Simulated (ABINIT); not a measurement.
Planning a run of ABINIT 10.8.3 on Selenium (P3_121, 3 atoms a cell). The input:

```
acell 3*1.0 Angstrom
rprim 
  4.366199999998 0.000000000000 0.000000000000
  -2.183099999999 3.781240118002 0.000000000000
  0.000000000000 0.000000000000 4.953600000000
ntypat 1
znucl 34
natom 3
typat 1 1 1
xred 
  0.225400000000 -0.000000000000 0.333333333333
  -0.000000000000 0.225400000000 0.666666666667
  0.774600000000 0.774600000000 0.000000000000
pp_dirpath "pseudos"
pseudos "Se.upf"
ecut 39
ngkpt 3 3 2
nshiftk 1
shiftk 0 0 0
kptopt 1
chksymbreak 0
istwfk *1
occopt 1
irdwfk 1
optdriver 3
nband 137
ecuteps 5.6
inclvkb 2
awtr 1
symchi 1
ppmfrq 5 eV
indata_prefix "in"
outdata_prefix "out"
tmpdata_prefix "tmp"
```

```sh
OMP_NUM_THREADS=1 mpirun -n 4 abinit run.abi > log
```

Q: Estimate wall time and host memory on 4 MPI ranks of Intel Xeon 6975P-C (Granite Rapids), shared host.

It took 58 s; on shared hardware allow 29 s to 1.9 min. Peak host memory was 1.4 GiB.

[Paths, hosts, dates, memory and timing lines, banners, echoed tables and standing remarks are left out of the program output.]

[Logs are printed without paths, hosts, clocks, repeated set-up lines and the standing remarks that a program may print on its own settings, such as how far it seeks lower states.]

[Runs of the session that timed out or met a known fault of the program may be left out.]

[Hosts, paths, dates, database ids (printed as entryN), source tags and the programs' standing remarks are cut or masked in the printed files.]

[G0W0 gaps are taken among the corrected bands and points alone; a level outside them can change the order at an edge.]

[Where Ansatz stands beside ABINIT at settings called matched, ABINIT's density can come from a denser mesh and the files from another edition; pairs whose starting gaps differed by over 0.03 eV were left out, so agreement reads better than it is.]
